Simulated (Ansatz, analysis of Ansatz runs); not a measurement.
# A hop of O in Y2S2O (P2_1/c), charge 0, part 3 of 3

Wanted: path and barrier of a jump of O in Y2S2O (P2_1/c) at charge 0. The case: O_i by the interstitialcy path, in a cell of 40 host atoms with 1 O put in.

Ansatz 0.2.0; plane-wave PAW DFT, LDA; nudged elastic band between two relaxed defect structures.

So far. Step 2 (Relaxation of the start point, charge 0): Among the atoms that came to bonding distance: S21–O41 1.68 Å (from 2.25).

**4. Nudged elastic band, charge 0**

5 movable images are laid between the ends on straight lines. Each image feels the true force across the path and a spring force along it. The highest image is set to climb to the top of the path.

This step: plane-wave PAW DFT, LDA; nudged elastic band between two relaxed defect structures.

The input, q0.neb/input.yaml:

```yaml
crystal:
  lattice:
    - [-1.13015356, 6.77967323, 6.6421666]
    - [6.96905613, 0.0, 6.61852732]
    - [8.0992097, 6.77967323, -0.02363928]
  atoms:
    - { symbol: "Y", position: [0.41939009, 0.34248951, 0.51970617] }
    - { symbol: "Y", position: [0.91762286, 0.83481602, 0.03199417] }
    - { symbol: "Y", position: [0.04948574, 0.71009386, 0.40654049] }
    - { symbol: "Y", position: [0.52838698, 0.22544562, 0.91666638] }
    - { symbol: "Y", position: [0.08686128, 0.17457977, 0.96261308] }
    - { symbol: "Y", position: [0.58890237, 0.66851525, 0.46978351] }
    - { symbol: "Y", position: [0.47072619, 0.7850231, 0.08076458] }
    - { symbol: "Y", position: [0.96141166, 0.27458918, 0.59077823] }
    - { symbol: "Y", position: [0.06163633, 0.6244883, 0.8017929] }
    - { symbol: "Y", position: [0.57119283, 0.11742382, 0.30013161] }
    - { symbol: "Y", position: [0.3017437, 0.52263314, 0.06679256] }
    - { symbol: "Y", position: [0.80700186, 0.01092748, 0.55658856] }
    - { symbol: "Y", position: [0.44330516, 0.88283626, 0.69572367] }
    - { symbol: "Y", position: [0.94399795, 0.37751468, 0.19694547] }
    - { symbol: "Y", position: [0.19795186, 0.97805315, 0.43962418] }
    - { symbol: "Y", position: [0.6981182, 0.48593143, 0.94136743] }
    - { symbol: S, position: [0.16245088, 0.82909144, 0.09784972] }
    - { symbol: S, position: [0.65952497, 0.3128514, 0.61430483] }
    - { symbol: S, position: [0.23639526, 0.19310378, 0.126942] }
    - { symbol: S, position: [0.73673476, 0.69235308, 0.62762595] }
    - { symbol: S, position: [0.26548346, 0.27532963, 0.40226492] }
    - { symbol: S, position: [0.76811967, 0.81269791, 0.87039419] }
    - { symbol: S, position: [0.37385247, 0.55936719, 0.76582206] }
    - { symbol: S, position: [0.87932361, 0.04736928, 0.26353803] }
    - { symbol: S, position: [0.11574142, 0.41291535, 0.65837045] }
    - { symbol: S, position: [0.61806136, 0.91603339, 0.16249387] }
    - { symbol: S, position: [0.34337872, 0.70303144, 0.38071062] }
    - { symbol: S, position: [0.83466867, 0.19497554, 0.88814635] }
    - { symbol: S, position: [0.38974632, 0.09154775, 0.83290516] }
    - { symbol: S, position: [0.89350055, 0.57984804, 0.33713835] }
    - { symbol: S, position: [0.12925684, 0.94785398, 0.73149043] }
    - { symbol: S, position: [0.63365576, 0.44591721, 0.23390853] }
    - { symbol: O, position: [0.4358285, 0.91981005, 0.46999839] }
    - { symbol: O, position: [0.94046115, 0.41618183, 0.96975771] }
    - { symbol: O, position: [0.0333691, 0.81672246, 0.55853497] }
    - { symbol: O, position: [0.52499142, 0.32557434, 0.06703733] }
    - { symbol: O, position: [0.06411501, 0.58972026, 0.02923274] }
    - { symbol: O, position: [0.5676768, 0.08943296, 0.52473892] }
    - { symbol: O, position: [0.47398999, 0.68037212, 0.9389386] }
    - { symbol: O, position: [0.97062025, 0.17487986, 0.43893553] }
    - { symbol: O, position: [0.26703855, 0.4827456, 0.31748547] }
basis:
  ecutwfc: 420
  xc_grid: 2
hamiltonian:
  xc: lda
kpoints:
  mp_grid: { grid: [1, 1, 1] }
scf:
  occupations: { method: fermi_dirac, width: 0.01 }
  max_iter: 60
output:
  forces: true
neb:
  images: 5
  f_tol: 0.03
  climbing: true
  initial_path: linear
  max_iterations: 45
  order_check: false
  final_atoms:
    - { symbol: "Y", position: [0.4162234, 0.33086721, 0.5273543] }
    - { symbol: "Y", position: [0.91828435, 0.82486459, 0.03447278] }
    - { symbol: "Y", position: [0.04367256, 0.7248246, 0.40637487] }
    - { symbol: "Y", position: [0.5344536, 0.21446712, 0.91630678] }
    - { symbol: "Y", position: [0.08752393, 0.16458943, 0.96515223] }
    - { symbol: "Y", position: [0.58566717, 0.65689808, 0.47743979] }
    - { symbol: "Y", position: [0.47675502, 0.77398878, 0.08050834] }
    - { symbol: "Y", position: [0.95552626, 0.28936821, 0.59063187] }
    - { symbol: "Y", position: [0.06114056, 0.62192153, 0.80017753] }
    - { symbol: "Y", position: [0.56183096, 0.11652534, 0.30148584] }
    - { symbol: "Y", position: [0.30698314, 0.5134318, 0.05589425] }
    - { symbol: "Y", position: [0.80718215, 0.0213414, 0.55753699] }
    - { symbol: "Y", position: [0.43375288, 0.88199589, 0.69707173] }
    - { symbol: "Y", position: [0.94348466, 0.37492578, 0.19532875] }
    - { symbol: "Y", position: [0.19812394, 0.98855247, 0.44043022] }
    - { symbol: "Y", position: [0.70340161, 0.47681956, 0.93029599] }
    - { symbol: S, position: [0.1704327, 0.80449561, 0.10897201] }
    - { symbol: S, position: [0.66169992, 0.29648715, 0.61631628] }
    - { symbol: S, position: [0.23703907, 0.18682436, 0.12668303] }
    - { symbol: S, position: [0.73948261, 0.72395581, 0.59509026] }
    - { symbol: S, position: [0.26837842, 0.30704694, 0.36953924] }
    - { symbol: S, position: [0.76871485, 0.80623822, 0.87025475] }
    - { symbol: S, position: [0.37155059, 0.55356344, 0.76319972] }
    - { symbol: S, position: [0.87600593, 0.0516899, 0.26555377] }
    - { symbol: S, position: [0.11172408, 0.41951287, 0.65999256] }
    - { symbol: S, position: [0.61539583, 0.90794154, 0.16421316] }
    - { symbol: S, position: [0.34555425, 0.68655619, 0.38283927] }
    - { symbol: S, position: [0.842704, 0.17031071, 0.89931267] }
    - { symbol: S, position: [0.38713033, 0.08343115, 0.83464978] }
    - { symbol: S, position: [0.88941118, 0.58653703, 0.33870012] }
    - { symbol: S, position: [0.12572761, 0.95206183, 0.73354383] }
    - { symbol: S, position: [0.63126827, 0.44004294, 0.23128764] }
    - { symbol: O, position: [0.43736268, 0.91007619, 0.47235088] }
    - { symbol: O, position: [0.94101794, 0.40971265, 0.96785569] }
    - { symbol: O, position: [0.03449876, 0.82450873, 0.55818466] }
    - { symbol: O, position: [0.53115934, 0.31908695, 0.05819927] }
    - { symbol: O, position: [0.06470273, 0.58320114, 0.02738445] }
    - { symbol: O, position: [0.56932269, 0.0794591, 0.52714327] }
    - { symbol: O, position: [0.7381353, 0.51645386, 0.67960808] }
    - { symbol: O, position: [0.9716946, 0.18271905, 0.43860678] }
    - { symbol: O, position: [0.47998037, 0.67388389, -0.06978111] }
```

Command:

```bash
> ansatz run input.yaml --threads 4 --pin off --max-ram 7536MiB --backend cpu --events-out ev --progress --plain --runs-dir out
```

Numbers of over 12 decimals in the logs are rounded to 6 here.

Log:

```text
[...]
Warning: neb: disabling space-group detection — the band's intermediate images generally break the endpoint symmetry, so no spatial operation reduces the k-mesh or symmetrises the density, except that a semilocal band can use its path's symmetry ahead of [...]
[...]
parallel-image band execution: 4 concurrent image workers
NEB image 0
Crystal: 41 atoms, lattice volume = 729.080 Å³
Basis set: ecut = 420 eV, 14223 PW (Γ), exchange–correlation on 128×144×144 points (8 copies of the dense FFT grid, shifted against one another)
Bands: 204, of which v1, the nominal top of the filled ones, is band 163 counted from 1 (162 counted from 0)
Symmetry: 1 space group operations
k-points: 1
[...]
SCF iter   1: F=—  HF=-78927.234447 eV  |F-HF|=—  |Δ(HF+E_count)|=         —  Δρ=9.99e-3  dr2=7.09e-1  ethr=1.77e-3  ⟨swp⟩=6.0  Hψ=815  notcnv=0  defer=25
[...]
SCF iter   9: F=-78927.059691 eV  HF=-78927.059691 eV  |F-HF|=3.03e-8  |Δ(HF+E_count)|=   3.39e-8  Δρ=2.68e-6  dr2=4.83e-8  ethr=3.07e-11  ⟨swp⟩=4.0  Hψ=630  notcnv=0
SCF 1 converged in 9 iterations: F = -78927.059691 eV  dr2 = 4.83e-8
[...]
NSCF: frozen V_eff on 1 k-points
NEB image 6
SCF iter   1: F=—  HF=-78927.235501 eV  |F-HF|=—  |Δ(HF+E_count)|=         —  Δρ=9.99e-3  dr2=7.10e-1  ethr=1.77e-3  ⟨swp⟩=6.0  Hψ=812  notcnv=0  defer=25
[...]
SCF iter   9: F=-78927.059694 eV  HF=-78927.059694 eV  |F-HF|=3.00e-8  |Δ(HF+E_count)|=   3.51e-8  Δρ=2.68e-6  dr2=4.82e-8  ethr=3.07e-11  ⟨swp⟩=4.0  Hψ=630  notcnv=0
SCF 2 converged in 9 iterations: F = -78927.059694 eV  dr2 = 4.82e-8
[...]
NEB end point (image 0): max|allowed force component| = 8.126e-3 eV/Å (the criterion of neb.relax_end_points is 1.000e-2)
NEB end point (image 6): max|allowed force component| = 7.887e-3 eV/Å (the criterion of neb.relax_end_points is 1.000e-2)
NEB image 1
SCF iter   1: F=—  HF=-78924.158082 eV  |F-HF|=—  |Δ(HF+E_count)|=         —  Δρ=1.08e-2  dr2=1.10e0  ethr=1.77e-3  ⟨swp⟩=6.0  Hψ=778  notcnv=0  defer=21
[...]
SCF iter   8: F=-78923.887282 eV  HF=-78923.887282 eV  |F-HF|=2.03e-8  |Δ(HF+E_count)|=   3.04e-8  Δρ=2.35e-6  dr2=3.21e-8  ethr=3.07e-11  ⟨swp⟩=4.0  Hψ=630  notcnv=0
SCF 3 converged in 8 iterations: F = -78923.887282 eV  dr2 = 3.21e-8
NEB image 2
SCF iter   1: F=—  HF=-78915.956751 eV  |F-HF|=—  |Δ(HF+E_count)|=         —  Δρ=1.48e-2  dr2=2.83e0  ethr=1.77e-3  ⟨swp⟩=6.0  Hψ=791  notcnv=0  defer=22
[...]
SCF iter  10: F=-78915.469626 eV  HF=-78915.469626 eV  |F-HF|=3.06e-8  |Δ(HF+E_count)|=   1.29e-7  Δρ=2.05e-6  dr2=4.23e-8  ethr=3.07e-11  ⟨swp⟩=3.0  Hψ=631  notcnv=0
SCF 4 converged in 10 iterations: F = -78915.469626 eV  dr2 = 4.23e-8
NEB image 3
SCF iter   1: F=—  HF=-78911.154107 eV  |F-HF|=—  |Δ(HF+E_count)|=         —  Δρ=1.36e-2  dr2=2.50e0  ethr=1.77e-3  ⟨swp⟩=6.0  Hψ=757  notcnv=0  defer=27
[...]
SCF iter  10: F=-78910.544175 eV  HF=-78910.544175 eV  |F-HF|=3.94e-9  |Δ(HF+E_count)|=   1.76e-8  Δρ=6.86e-7  dr2=5.88e-9  ethr=3.07e-11  ⟨swp⟩=3.0  Hψ=519  notcnv=0
SCF 5 converged in 10 iterations: F = -78910.544175 eV  dr2 = 5.88e-9
NEB image 4
SCF iter   1: F=—  HF=-78916.854094 eV  |F-HF|=—  |Δ(HF+E_count)|=         —  Δρ=1.02e-2  dr2=8.01e-1  ethr=1.77e-3  ⟨swp⟩=6.0  Hψ=806  notcnv=0  defer=26
[...]
SCF iter   9: F=-78916.641781 eV  HF=-78916.641781 eV  |F-HF|=5.70e-8  |Δ(HF+E_count)|=   1.63e-8  Δρ=3.60e-6  dr2=8.18e-8  ethr=3.07e-11  ⟨swp⟩=4.0  Hψ=624  notcnv=0
SCF 6 converged in 9 iterations: F = -78916.641781 eV  dr2 = 8.18e-8
NEB image 5
SCF iter   1: F=—  HF=-78924.487672 eV  |F-HF|=—  |Δ(HF+E_count)|=         —  Δρ=9.93e-3  dr2=6.92e-1  ethr=1.77e-3  ⟨swp⟩=6.0  Hψ=815  notcnv=0  defer=26
[...]
SCF iter   9: F=-78924.318555 eV  HF=-78924.318555 eV  |F-HF|=3.54e-8  |Δ(HF+E_count)|=   2.57e-8  Δρ=2.93e-6  dr2=5.28e-8  ethr=3.07e-11  ⟨swp⟩=4.0  Hψ=608  notcnv=0
SCF 7 converged in 9 iterations: F = -78924.318555 eV  dr2 = 5.28e-8
NEB iter   1: max|band force component| = 2.921e1 eV/Å  barrier→ = 16.5155 eV  barrier← = 16.5155 eV  Δτ_max = 0.2000 Å  (64 SCF iters)
[... from here on, the SCF cycles and remarks between the steps are left out ...]
NEB iter   2: max|band force component| = 9.795e0 eV/Å  barrier→ = 6.9478 eV  barrier← = 6.9478 eV  Δτ_max = 0.1998 Å  (47 SCF iters)
NEB iter   3: max|band force component| = 5.250e0 eV/Å  barrier→ = 4.4679 eV  barrier← = 4.4679 eV  Δτ_max = 0.2000 Å  (46 SCF iters)
NEB iter   4: max|band force component| = 2.090e0 eV/Å  barrier→ = 3.2832 eV  barrier← = 3.2832 eV  Δτ_max = 0.2000 Å  (47 SCF iters)
NEB iter   5: max|band force component| = 1.200e0 eV/Å  barrier→ = 3.0393 eV  barrier← = 3.0393 eV  Δτ_max = 0.2000 Å  (41 SCF iters)
NEB iter   6: max|band force component| = 5.263e-1 eV/Å  barrier→ = 3.2196 eV  barrier← = 3.2196 eV  Δτ_max = 0.2000 Å  (41 SCF iters)
NEB iter   7: max|band force component| = 9.379e-1 eV/Å  barrier→ = 3.4534 eV  barrier← = 3.4534 eV  Δτ_max = 0.1003 Å  (42 SCF iters)
NEB iter   8: max|band force component| = 1.496e0 eV/Å  barrier→ = 3.1365 eV  barrier← = 3.1365 eV  Δτ_max = 0.1001 Å  (38 SCF iters)
[...]
NEB iter  24: max|band force component| = 4.781e-1 eV/Å  barrier→ = 2.6531 eV  barrier← = 2.6531 eV  CI = image 3  Δτ_max = 0.1009 Å  (40 SCF iters)
NEB iter  25: max|band force component| = 3.298e-1 eV/Å  barrier→ = 2.6407 eV  barrier← = 2.6407 eV  CI = image 3  Δτ_max = 0.0991 Å  (38 SCF iters)
NEB iter  26: max|band force component| = 3.813e-1 eV/Å  barrier→ = 2.6279 eV  barrier← = 2.6279 eV  CI = image 3  Δτ_max = 0.0499 Å  (34 SCF iters)
NEB iter  27: max|band force component| = 1.949e-1 eV/Å  barrier→ = 2.6179 eV  barrier← = 2.6180 eV  CI = image 3  Δτ_max = 0.0520 Å  (34 SCF iters)
NEB iter  28: max|band force component| = 5.448e-2 eV/Å  barrier→ = 2.6153 eV  barrier← = 2.6153 eV  CI = image 3  Δτ_max = 0.0285 Å  (33 SCF iters)
NEB iter  29: max|band force component| = 7.227e-2 eV/Å  barrier→ = 2.6142 eV  barrier← = 2.6142 eV  CI = image 3  Δτ_max = 0.0143 Å  (32 SCF iters)
NEB iter  30: max|band force component| = 4.569e-2 eV/Å  barrier→ = 2.6138 eV  barrier← = 2.6138 eV  CI = image 3  Δτ_max = 0.0106 Å  (28 SCF iters)
NEB iter  31: max|band force component| = 5.384e-2 eV/Å  barrier→ = 2.6136 eV  barrier← = 2.6136 eV  CI = image 3  Δτ_max = 0.0143 Å  (28 SCF iters)
NEB iter  32: max|band force component| = 2.477e-2 eV/Å  barrier→ = 2.6134 eV  barrier← = 2.6134 eV  CI = image 3  Δτ_max = 0.0000 Å  (27 SCF iters)
SCF converged after 6 iterations
Free energy (F): -78924.446267 eV
[...]
Internal energy: -78924.446267 eV  (E = F + TS)
E sigma→0 (E₀):  -78924.446267 eV
Fermi energy:    10.080780 eV
[...]
--- Forces (eV/Å), atoms counted from 1 ---
  atom   1  Y      0.00248289     0.00045945     0.00271159
  atom   2  Y     -0.00138779     0.00051666     0.00218128
  [... 4 atoms left out ...]
  atom   7  Y      0.00123255    -0.00007426    -0.00172105
  [... 3 atoms left out ...]
  atom  11  Y     -0.00551855    -0.00095189     0.00762325
  [... 4 atoms left out ...]
  atom  16  Y      0.00310659    -0.00108287     0.00379403
  atom  17  S     -0.00009144     0.00115100     0.00096152
  [... 3 atoms left out ...]
  atom  21  S      0.00159224     0.00011344     0.00128276
  [... 5 atoms left out ...]
  atom  27  S     -0.00171021    -0.00123190     0.00224221
  [... 4 atoms left out ...]
  atom  32  S      0.00020564    -0.00035131    -0.00016441
  [... 3 atoms left out ...]
  atom  36  O     -0.00019869    -0.00109334    -0.00142374
  [... 2 atoms left out ...]
  atom  39  O     -0.01108937    -0.00473180    -0.00636077
  [... 1 atom left out ...]
  atom  41  O      0.00705862    -0.00312123    -0.00327087
  max |Σ_I F_I| component: 5.23e-6 eV/Å
--- Band table (eV) ---
[...]
this run last wrote the band of iteration 32 to <dir>
--- NEB band (7 images, 32 band iterations, 1255 SCF iterations) ---
  forward barrier  = 2.613423 eV
  backward barrier = 2.613427 eV
  lagrangian_above_aufbau_ev (what the smearing adds, to first order; not taken off the barriers): saddle image -0.000000 eV, end points -0.000000 and -0.000000 eV
  climbing image's point = of an order that was not read
  energies are F+E_penalty+E_count in eV, relative to image 0
  image     s (Å)  Δ vs image 0  max|band force component| (eV/Å)
      0    0.0000      0.000000                                 —
      1    1.4619      0.345991                          3.855e-3
      2    2.9238      0.162508                          2.204e-3
  *   3    4.3857      2.613423                          8.964e-3
      4    6.0065      0.428349                          8.764e-3
      5    7.6281      0.523388                          2.477e-2
      6    9.2494     -0.000004                                 —
  climbing-image geometry (image 3):
  cell:  # Å, volume = 729.0804 Å³
    - [-1.13015356, 6.77967323, 6.6421666]
    - [6.96905613, 0.0, 6.61852732]
    - [8.0992097, 6.77967323, -0.02363928]
  atoms:
    - { symbol: Y, position: [0.419745, 0.333276, 0.531252] }
    - { symbol: Y, position: [0.919987, 0.827482, 0.033987] }
    - { symbol: Y, position: [0.028349, 0.719505, 0.416127] }
    - { symbol: Y, position: [0.539644, 0.209590, 0.915502] }
    - { symbol: Y, position: [0.096046, 0.162998, 0.964601] }
    - { symbol: Y, position: [0.586390, 0.661300, 0.475343] }
    - { symbol: Y, position: [0.472390, 0.778716, 0.090027] }
    - { symbol: Y, position: [0.970737, 0.279297, 0.583607] }
    - { symbol: Y, position: [0.055359, 0.624011, 0.800680] }
    - { symbol: Y, position: [0.556784, 0.115490, 0.306347] }
    - { symbol: Y, position: [0.301468, 0.495118, 0.060714] }
    - { symbol: Y, position: [0.803087, 0.015705, 0.559425] }
    - { symbol: Y, position: [0.428885, 0.889591, 0.697438] }
    - { symbol: Y, position: [0.946237, 0.370473, 0.200729] }
    - { symbol: Y, position: [0.199168, 0.977011, 0.445575] }
    - { symbol: Y, position: [0.721507, 0.439048, 0.956792] }
    - { symbol: S, position: [0.162202, 0.813218, 0.119585] }
    - { symbol: S, position: [0.667595, 0.306570, 0.611936] }
    - { symbol: S, position: [0.240358, 0.174544, 0.135803] }
    - { symbol: S, position: [0.756399, 0.666289, 0.633415] }
    - { symbol: S, position: [0.267218, 0.302379, 0.374585] }
    - { symbol: S, position: [0.767770, 0.820514, 0.871431] }
    - { symbol: S, position: [0.366917, 0.538760, 0.766711] }
    - { symbol: S, position: [0.870039, 0.054528, 0.260950] }
    - { symbol: S, position: [0.119421, 0.410223, 0.660157] }
    - { symbol: S, position: [0.619392, 0.909626, 0.168847] }
    - { symbol: S, position: [0.340769, 0.687235, 0.388085] }
    - { symbol: S, position: [0.847050, 0.179652, 0.885613] }
    - { symbol: S, position: [0.392705, 0.086330, 0.836182] }
    - { symbol: S, position: [0.887970, 0.581913, 0.337939] }
    - { symbol: S, position: [0.122950, 0.942199, 0.737303] }
    - { symbol: S, position: [0.631074, 0.445119, 0.229761] }
    - { symbol: O, position: [0.440666, 0.904243, 0.477732] }
    - { symbol: O, position: [0.954695, 0.402581, 0.973319] }
    - { symbol: O, position: [0.027991, 0.822428, 0.558440] }
    - { symbol: O, position: [0.531073, 0.311319, 0.062574] }
    - { symbol: O, position: [0.061812, 0.581629, 0.031383] }
    - { symbol: O, position: [0.563662, 0.087905, 0.526316] }
    - { symbol: O, position: [0.563014, 0.669027, 0.845574] }
    - { symbol: O, position: [0.974460, 0.173528, 0.439685] }
    - { symbol: O, position: [0.381927, 0.717762, -0.030202] }
```

Wall time 25 min (4 threads of Arm Neoverse N1, shared host); peak memory 2.3 GiB.

The path, image by image:

```csv
image,path (Å),energy (eV),"O39: x, y, z (Å)"
0,0.000,0.0000,"11.811, 9.579, 7.629"
1,1.462,0.3460,"11.787, 9.546, 7.559"
2,2.924,0.1625,"11.429, 9.711, 7.764"
3,4.386,2.6134,"10.875, 9.550, 8.148"
4,6.006,0.4284,"9.683, 9.274, 8.408"
5,7.628,0.5234,"8.885, 9.068, 8.845"
6,9.249,0.0000,"8.269, 9.612, 8.305"
```

Read from the output:

```yaml
free_energy: -78924.4463 eV
barrier_forward: 2.613 eV
barrier_backward: 2.613 eV
end_less_start: -3.84e-6 eV
hop_length: 3.579 Å
```

Track of the atom that was set to move:

```csv
image,x (Å),y (Å),z (Å),nearest neighbour,distance (Å)
0,5.634,3.963,4.961,S,1.676
1,5.76,3.082,5.876,S,1.666
2,5.284,2.344,6.734,S,1.641
3,4.326,2.385,7.288,O,1.825
4,3.858,2.786,7.456,Y,2.144
5,3.539,2.791,7.64,Y,2.181
6,3.589,2.781,7.65,Y,2.212
```

The band met its tolerance of 0.03 eV/Å after 32 iterations, with image 3 on top (the start counts as 0). O39, which moves farthest between the ends, has 4 Y at 2.21 to 2.24 Å nearest at the start and 1 O at 1.83 Å and 2 Y at 2.06 to 2.08 Å at the top. The path has 3 maxima, and only the highest was climbed; it lies 2.45 eV above the dip at image 2. In at least one step between neighbouring images a covalent bond changes partner or an atom goes far. The images sample such a step coarsely, so the top may lie higher.

**5. What came out**

```json
{
 "barrier forward": "2.61 eV (in doubt, see below)",
 "barrier backward": "2.61 eV",
 "end less start": "0.00 eV",
 "hop length": "3.58 Å",
 "band iterations, as the log counts them": "32"
}
```

The top of the band lies 2.61 eV above the start and 2.61 eV above the end. The path has 3 maxima, and only the highest was climbed; it lies 2.45 eV above the dip at image 2. In at least one step between neighbouring images a covalent bond changes partner or an atom goes far. The images sample such a step coarsely, so the top may lie higher. The move is shared: O39 goes 3.61 Å and O41, whose hop length is listed, 3.58 Å. The order of the top as a saddle was not checked for all atoms, so a bent path could be lower. Keep in mind: sampling at the zone centre alone can move energies of charged and open-shell states by tenths of an eV or more in cells of this size.

[Logs are printed without paths, hosts, clocks, repeated set-up lines and the standing remarks that a program may print on its own settings, such as how far it seeks lower states.]

[Hosts, paths, dates, database ids (printed as entryN), source tags and the programs' standing remarks are cut or masked in the printed files.]
